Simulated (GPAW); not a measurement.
# Geometry or basis: what sets the conductance of CO in line between two Li chains, part 2 of 3

Aim: the conductance of CO in line between two Li chains after relaxation, and whether geometry, basis or functional moves it most.

GPAW 26.7.0; GPAW LCAO, PAW setups; relaxation of the junction within the symmetry of its start, lead ends held (the session's first sound run).

So far, transmission at the Fermi level (one spin): step 3 (double-zeta polarised basis) 0.00144. Also open channels of the lead at the Fermi level (one spin): step 3 1.

### Step 4. Single-zeta polarised basis

Level of this step: GPAW LCAO, PAW setups; Landauer transmission from Green's functions with principal layers (ASE), zero bias (GPAW).

One radial function a shell plus polarisation makes the matrices smaller; the question is what that costs.

run.py reads:

```python
import json
import numpy as np
from ase import Atoms
from ase.transport.calculators import TransportCalculator
from gpaw import GPAW, FermiDirac
from gpaw.lcao.tools import get_lcao_hamiltonian
from scipy.linalg import eigh

# The junction with lead layers at both ends, along the third cell vector
device = Atoms(
    ['Li', 'Li', 'Li', 'Li', 'Li', 'Li', 'C', 'O', 'Li', 'Li', 'Li', 'Li', 'Li', 'Li'],
    positions=[
        [4.50000, 4.50000, 1.47500],
        [4.50000, 4.50000, 4.42500],
        [4.50000, 4.50000, 7.37500],
        [4.50000, 4.50000, 10.32500],
        [4.50000, 4.50000, 13.27500],
        [4.50000, 4.50000, 16.13290],
        [4.50000, 4.50000, 18.19243],
        [4.50000, 4.50000, 19.40065],
        [4.50000, 4.50000, 21.29056],
        [4.50000, 4.50000, 24.17230],
        [4.50000, 4.50000, 27.12230],
        [4.50000, 4.50000, 30.07230],
        [4.50000, 4.50000, 33.02230],
        [4.50000, 4.50000, 35.97230]],
    cell=[[9.0, 0.0, 0.0], [0.0, 9.0, 0.0], [0.0, 0.0, 37.4473]],
    pbc=True)

# One principal layer of the lead: the first 3 atoms of the device
lead = Atoms(
    ['Li', 'Li', 'Li'],
    positions=[
        [4.50000, 4.50000, 1.47500],
        [4.50000, 4.50000, 4.42500],
        [4.50000, 4.50000, 7.37500]],
    cell=[[9.0, 0.0, 0.0], [0.0, 9.0, 0.0], [0.0, 0.0, 8.85]],
    pbc=True)

settings = dict(mode='lcao', basis='szp(dzp)', xc='PBE', h=0.18,
                occupations=FermiDirac(0.1), maxiter=250,
                mixer=dict(beta=0.1, nmaxold=8, weight=100.0),
                convergence=dict(density=0.0001))
energies = np.arange(-2, 2 + 1e-9, 0.025)
eta = 0.0001
n1, n2 = 1, 1
# k and -k transmit alike, so half of the mesh across the current serves
mesh = [(i, j) for i in range(n1) for j in range(n2) if (i, j) <= (-i % n1, -j % n2)]
weights = np.array([1 if (i, j) == (-i % n1, -j % n2) else 2 for i, j in mesh]) / (n1 * n2)


def ground_state(atoms, size, txt):
    atoms.calc = GPAW(kpts={'size': size, 'gamma': True}, symmetry={'tolerance': 1e-3}, txt=txt, **settings)
    atoms.get_potential_energy()
    return atoms.calc.get_fermi_level()


def blocks(atoms, fermi, points, nz, cells):
    """H - E_F S and S between cell 0 and the cells above it, at each point across the current."""
    kz = np.arange(nz) / nz
    calc = atoms.calc.fixed_density(kpts=[(*k, z) for k in points for z in kz], symmetry='off', txt=None)
    H, S = get_lcao_hamiltonian(calc)
    H = (H - fermi * S).reshape(len(H), len(points), nz, *S.shape[1:])
    S = S.reshape(H.shape[1:])
    phases = [np.exp(-2j * np.pi * kz * R) / nz for R in cells]
    return [(np.einsum('skzij,z->ksij', H, p), np.einsum('kzij,z->kij', S, p)) for p in phases]


def pair(a, b):
    return np.block([[a, b], [b.T.conj(), a]])


def count_channels(h, s, cells, nk=240):
    """Half the number of times that the lead's bands cross each energy, unfolded to its shortest repeat."""
    b = len(h) // cells
    bands = []
    for k in (np.arange(nk + 1) + 0.5) / nk:
        hk, sk = h[:b, :b].copy(), s[:b, :b].copy()
        for R in range(1, cells):
            phase, block = np.exp(2j * np.pi * k * R), slice(R * b, (R + 1) * b)
            hk += h[:b, block] * phase + (h[:b, block] * phase).T.conj()
            sk += s[:b, block] * phase + (s[:b, block] * phase).T.conj()
        w, u = eigh(sk)
        x = u[:, w > 1e-5] / w[w > 1e-5]**0.5  # drop near-dependent combinations
        bands.append(np.r_[eigh(x.T.conj() @ hk @ x, eigvals_only=True), [1e9] * (w <= 1e-5).sum()])
    below = np.array(bands)[:, :, None] < energies
    return (below[1:] != below[:-1]).sum((0, 1)) / 2


fermi_lead = ground_state(lead, (1, 1, 13), 'lead.txt')
fermi_device = ground_state(device, (1, 1, 2), 'device.txt')
T, channels, eigen, tail, misfit, shifts = [], [], [], 0.0, 0.0, []
for first in range(0, len(mesh), 566):
    points = [(i / n1, j / n2) for i, j in mesh[first:first + 566]]
    (H0k, S0k), (H1k, S1k), (H2k, _) = blocks(lead, fermi_lead, points, 5, range(3))
    [(Hk, Sk)] = blocks(device, fermi_device, points, 2, [0])
    tail = max(tail, abs(H2k).max())
    for H0, S0, H1, S1, H, S in zip(H0k, S0k, H1k, S1k, Hk, Sk):
        n = len(S0)
        # Shift the lead onto the potential of the device's first layer
        shift = ((H[:, 0, 0] - H0[:, 0, 0]) / S0[0, 0]).real.mean()
        shifts.append(shift)
        misfit = max(misfit, abs(H[:, :n, :n] - H0 - shift * S0).max())
        Tk, Ck, Ek = [], [], []
        for s in range(len(H)):
            t = s % len(H0)  # a lead without moments serves both spins
            h1, s1 = pair(H0[t] + shift * S0, H1[t] + shift * S1), pair(S0, S1)
            leads = dict(h1=h1, s1=s1, energies=energies, eta=eta, eta1=eta, eta2=eta)
            calc = TransportCalculator(h=H[s], s=S, eigenchannels=3, **leads)
            Tk.append(calc.get_transmission())
            Ek.append(np.sort(calc.eigenchannels_ne, axis=0)[::-1])
            Ck.append(count_channels(h1, s1, 6))
        T.append(Tk)
        channels.append(Ck)
        eigen.append(Ek)
T, channels = np.array(T), np.array(channels)
mean, open_channels = np.einsum('kse,k->se', T, weights), np.einsum('kse,k->se', channels, weights)

print(f'basis functions: device {len(S)}, principal layer {n}')
print(f'Fermi level: lead {fermi_lead:.4f} eV, device {fermi_device:.4f} eV; lead shifted by {np.mean(shifts):.4f} eV')
print(f'largest coupling past the next layer {tail:.2e} eV, largest misfit of the first layer {misfit:.3f} eV')
print('  E-E_F (eV)   ' + 'T (one spin)  channels')
for e, t, c in zip(energies, mean.T, open_channels.T):
    print(f'{e:10.3f}  ', *[f'{x:11.4e}' for x in t], *[f'{x:9.4f}' for x in c])

kT = 8.617333e-5 * 300
fine = np.linspace(energies[0], energies[-1], 4001)
both = np.exp(np.interp(fine, energies, np.log(np.maximum(mean.sum(0) * 2 / len(mean), 1e-30))))
fermi = lambda mu: 1 / (1 + np.exp(np.clip((fine - mu) / kT, -200, 200)))
slope = fermi(0) * (1 - fermi(0)) / kT
G = np.trapezoid(both * slope, fine) / 2
seebeck = -np.trapezoid(both * slope * fine, fine) / (2 * G * 300) * 1e6
print(f'conductance at 300 K: {G:.5g} G0 a cell; thermopower {seebeck:.4g} uV/K')
bias = [0.1, 0.2, 0.5, 1.0, 1.5, 2.0]
current = [38.74 * np.trapezoid(both * (fermi(V / 2) - fermi(-V / 2)), fine) for V in bias]
for V, I in zip(bias, current):
    print(f'current from the zero-bias T(E) at {V} V: {I:.5g} uA')
zero = abs(energies).argmin()
json.dump(dict(energies=energies.tolist(), T=mean.tolist(), channels=open_channels.tolist(), G=G, seebeck=seebeck,
               bias=bias, current=current, tail=tail, misfit=misfit, shift=np.mean(shifts), n_device=len(S), n_lead=n,
               fermi=[fermi_lead, fermi_device], energy=device.get_potential_energy(),
               moments=device.get_magnetic_moments().tolist(), mesh=mesh, weights=weights.tolist(),
               T_k=T[:, :, zero].tolist(), eigen=np.array(eigen[0]).tolist()), open('result.json', 'w'))
```

Command:

```
$ OMP_NUM_THREADS=1 OPENBLAS_NUM_THREADS=1 python run.py
```

Log:

```text
basis functions: device 66, principal layer 12
Fermi level: lead -2.8434 eV, device -2.6515 eV; lead shifted by 0.0009 eV
largest coupling past the next layer 1.26e-08 eV, largest misfit of the first layer 0.034 eV
  E-E_F (eV)   T (one spin)  channels
    -2.000    6.0891e-23    0.0000
    -1.975    5.8074e-23    0.0000
    -1.950    5.5318e-23    0.0000
    -1.925    5.2623e-23    0.0000
    -1.900    4.9989e-23    0.0000
    -1.875    4.7415e-23    0.0000
    -1.850    4.4900e-23    0.0000
    -1.825    4.2443e-23    0.0000
    -1.800    4.0044e-23    0.0000
    -1.775    3.7701e-23    0.0000
    -1.750    3.5413e-23    0.0000
    -1.725    3.3177e-23    0.0000
    -1.700    3.0992e-23    0.0000
    -1.675    2.8856e-23    0.0000
    -1.650    2.6765e-23    0.0000
    -1.625    2.4716e-23    0.0000
[...]
1.825    7.7296e-05    1.0000
     1.850    6.1419e-05    1.0000
     1.875    4.7695e-05    1.0000
     1.900    3.6024e-05    1.0000
     1.925    2.6291e-05    1.0000
     1.950    1.8366e-05    1.0000
     1.975    1.2109e-05    1.0000
     2.000    7.3652e-06    1.0000
conductance at 300 K: 0.003766 G0 a cell; thermopower 0.02851 uV/K
current from the zero-bias T(E) at 0.1 V: 0.029109 uA
current from the zero-bias T(E) at 0.2 V: 0.057807 uA
current from the zero-bias T(E) at 0.5 V: 0.1384 uA
current from the zero-bias T(E) at 1.0 V: 0.2505 uA
current from the zero-bias T(E) at 1.5 V: 0.33569 uA
current from the zero-bias T(E) at 2.0 V: 0.37701 uA
```

Wall time 60 s (1 thread of Arm Neoverse V1, shared host); peak memory 1.6 GiB.

This step gave:

```yaml
conductance: 0.003766 G₀
largest_coupling_past_the_next_principal_layer: 1.26e-8 eV
largest_misfit_of_the_first_principal_layer: 0.03360 eV
shift_that_aligns_the_lead: 9.35e-4 eV
basis_functions_of_the_junction: 66
basis_functions_of_a_principal_layer: 12
transmission_at_the_fermi_level_one_spin: 0.003792
```

One spin. Table of transmission, zone mean by energy, zero at the Fermi level:

```
energy (eV)  transmission, zone mean
     -2.000                        0
     -1.900                        0
     -1.800                        0
     -1.700                        0
     -1.600                        0
     -1.500                        0
     -1.400                        0
     -1.300                        0
     -1.200                        0
     -1.100                        0
     -1.000                        0
     -0.900                        0
     -0.800                        0
     -0.700                  0.00169
     -0.600                  0.00222
     -0.500                  0.00252
     -0.400                  0.00276
     -0.300                  0.00305
     -0.200                  0.00339
     -0.100                  0.00368
      0.000                  0.00379
      0.100                  0.00368
      0.200                  0.00342
      0.300                  0.00312
      0.400                  0.00286
      0.500                  0.00266
      0.600                  0.00250
      0.700                  0.00235
      0.800                  0.00219
      0.900                  0.00199
      1.000                  0.00175
      1.100                  0.00149
      1.200                  0.00122
      1.300                   9.6e-4
      1.400                   7.1e-4
      1.500                   5.0e-4
      1.600                   3.3e-4
      1.700                   1.9e-4
      1.800                   9.5e-5
      1.900                   3.6e-5
      2.000                   7.4e-6
```

Crossings of the lead's bands, unfolded to its shortest repeat. Open channels, zone mean against energy, zero at the Fermi level:

| energy (eV) | open channels, zone mean |
| --- | --- |
| -0.800 | 0 |
| -0.600 | 1 |
| -0.400 | 1 |
| -0.200 | 1 |
| 0.000 | 1 |
| 0.200 | 1 |
| 0.400 | 1 |
| 0.600 | 1 |
| 0.800 | 1 |
| 1.000 | 1 |
| 1.200 | 1 |
| 1.400 | 1 |
| 1.600 | 1 |
| 1.800 | 1 |
| 2.000 | 1 |

Not self-consistent under bias; the bias window is split evenly. Table of current through one cell, from the zero-bias transmission by bias:

```csv
bias (V),"current through one cell, from the zero-bias transmission (nA)"
0.100,29.1
0.200,57.8
0.500,138
1.000,251
1.500,336
2.000,377
```

Table of transmission of the three most open eigenchannels by energy, zero at the Fermi level:

```
energy (eV)  channel 1  channel 2 = channel 3
     -0.800          0                      0
     -0.600    0.00222                      0
     -0.400    0.00276                      0
     -0.200    0.00339                      0
      0.000    0.00379                      0
      0.200    0.00342                      0
      0.400    0.00286                      0
      0.600    0.00250                      0
      0.800    0.00219                      0
      1.000    0.00175                      0
      1.200    0.00122                      0
      1.400     7.1e-4                      0
      1.600     3.3e-4                      0
      1.800     9.5e-5                      0
      2.000     7.4e-6                      0
```

The conductance, 0.00377 G₀, lies 163 % above that of the dzp run.

### Step 5. Minimal basis

One function for each valence shell of the setup, as for a first survey of a large system.

Changes to run.py since step 4:

```diff
@@ -39,3 +39,3 @@
 
-settings = dict(mode='lcao', basis='szp(dzp)', xc='PBE', h=0.18,
+settings = dict(mode='lcao', basis='sz(dzp)', xc='PBE', h=0.18,
                 occupations=FermiDirac(0.1), maxiter=250,
```

Log:

```text
basis functions: device 20, principal layer 3
Fermi level: lead -2.6879 eV, device -2.4725 eV; lead shifted by 0.0076 eV
largest coupling past the next layer 1.25e-08 eV, largest misfit of the first layer 0.011 eV
  E-E_F (eV)   T (one spin)  channels
    -2.000    2.4774e-23    0.0000
    -1.975    2.1526e-23    0.0000
    -1.950    1.8436e-23    0.0000
[...]
1.975    2.0312e-02    1.0000
     2.000    2.0012e-02    1.0000
conductance at 300 K: 0.020732 G0 a cell; thermopower 3.561 uV/K
current from the zero-bias T(E) at 0.1 V: 0.1606 uA
current from the zero-bias T(E) at 0.2 V: 0.321 uA
current from the zero-bias T(E) at 0.5 V: 0.79863 uA
current from the zero-bias T(E) at 1.0 V: 1.5695 uA
current from the zero-bias T(E) at 1.5 V: 2.3391 uA
current from the zero-bias T(E) at 2.0 V: 3.0581 uA
```

The job ended after 35 s (1 thread; peak memory 1.5 GiB).

This step gave:

```
conductance                                    : 0.02073 G₀
thermopower                                    : 3.561 μV/K
largest coupling past the next principal layer : 1.25e-8 eV
largest misfit of the first principal layer    : 0.01060 eV
shift that aligns the lead                     : 0.007616 eV
basis functions of the junction                : 20
basis functions of a principal layer           : 3
transmission at the Fermi level (one spin)     : 0.02074
```

The conductance, 0.0207 G₀, lies a factor of 14 above that of the dzp run.

### Step 6. LDA in the dzp basis: xc = "LDA"

Back in the dzp basis, the functional changes from PBE to LDA, to set the spread between functionals beside that between bases.

Changes to run.py since step 5:

```diff
@@ -39,3 +39,3 @@
 
-settings = dict(mode='lcao', basis='sz(dzp)', xc='PBE', h=0.18,
+settings = dict(mode='lcao', basis='dzp', xc='LDA', h=0.18,
                 occupations=FermiDirac(0.1), maxiter=250,
```

Log:

```text
basis functions: device 86, principal layer 15
Fermi level: lead -2.7569 eV, device -2.5946 eV; lead shifted by 0.0011 eV
largest coupling past the next layer 5.76e-09 eV, largest misfit of the first layer 0.029 eV
  E-E_F (eV)   T (one spin)  channels
    -2.000    7.9954e-18    0.0000
    -1.975    7.8623e-18    0.0000
    -1.950    7.7289e-18    0.0000
[...]
1.975    9.5876e-04    1.0000
     2.000    9.4488e-04    1.0000
conductance at 300 K: 0.0019697 G0 a cell; thermopower 2.798 uV/K
current from the zero-bias T(E) at 0.1 V: 0.015217 uA
current from the zero-bias T(E) at 0.2 V: 0.030173 uA
current from the zero-bias T(E) at 0.5 V: 0.071576 uA
current from the zero-bias T(E) at 1.0 V: 0.12694 uA
current from the zero-bias T(E) at 1.5 V: 0.16412 uA
current from the zero-bias T(E) at 2.0 V: 0.17352 uA
```

Elapsed: 47 s, on 1 thread; peak memory 1.6 GiB.

This step gave:

```yaml
conductance: 0.001970 G₀
thermopower: 2.798 μV/K
largest_coupling_past_the_next_principal_layer: 5.76e-9 eV
largest_misfit_of_the_first_principal_layer: 0.02878 eV
shift_that_aligns_the_lead: 0.001096 eV
basis_functions_of_the_junction: 86
basis_functions_of_a_principal_layer: 15
transmission_at_the_fermi_level_one_spin: 0.001986
```

One spin. Transmission, zone mean against energy, zero at the Fermi level:

```csv
energy (eV),"transmission, zone mean"
-2.000,0
-1.900,0
-1.800,0
-1.700,0
-1.600,0
-1.500,0
-1.400,0
-1.300,0
-1.200,0
-1.100,0
-1.000,0
-0.900,0
-0.800,0
-0.700,8.7e-4
-0.600,0.00133
-0.500,0.00149
-0.400,0.00158
-0.300,0.00171
-0.200,0.00187
-0.100,0.00199
-0.050,0.00201
0.000,0.00199
0.100,0.00184
0.200,0.00161
0.300,0.00138
0.400,0.00118
0.500,0.00101
0.600,8.6e-4
0.700,7.1e-4
0.800,5.6e-4
0.900,4.0e-4
1.000,2.5e-4
1.100,1.2e-4
1.200,3.1e-5
1.300,3.8e-8
1.400,3.8e-5
1.500,1.5e-4
1.600,3.3e-4
1.700,5.5e-4
1.800,7.7e-4
1.900,9.3e-4
2.000,9.4e-4
```

The conductance, 0.00197 G₀, lies 37 % above that of the dzp run.

[end of part 2 of 3]

[Logs are printed without paths, hosts, clocks, repeated set-up lines and the standing remarks that a program may print on its own settings, such as how far it seeks lower states.]

[Hosts, paths, dates, database ids (printed as entryN), source tags and the programs' standing remarks are cut or masked in the printed files.]
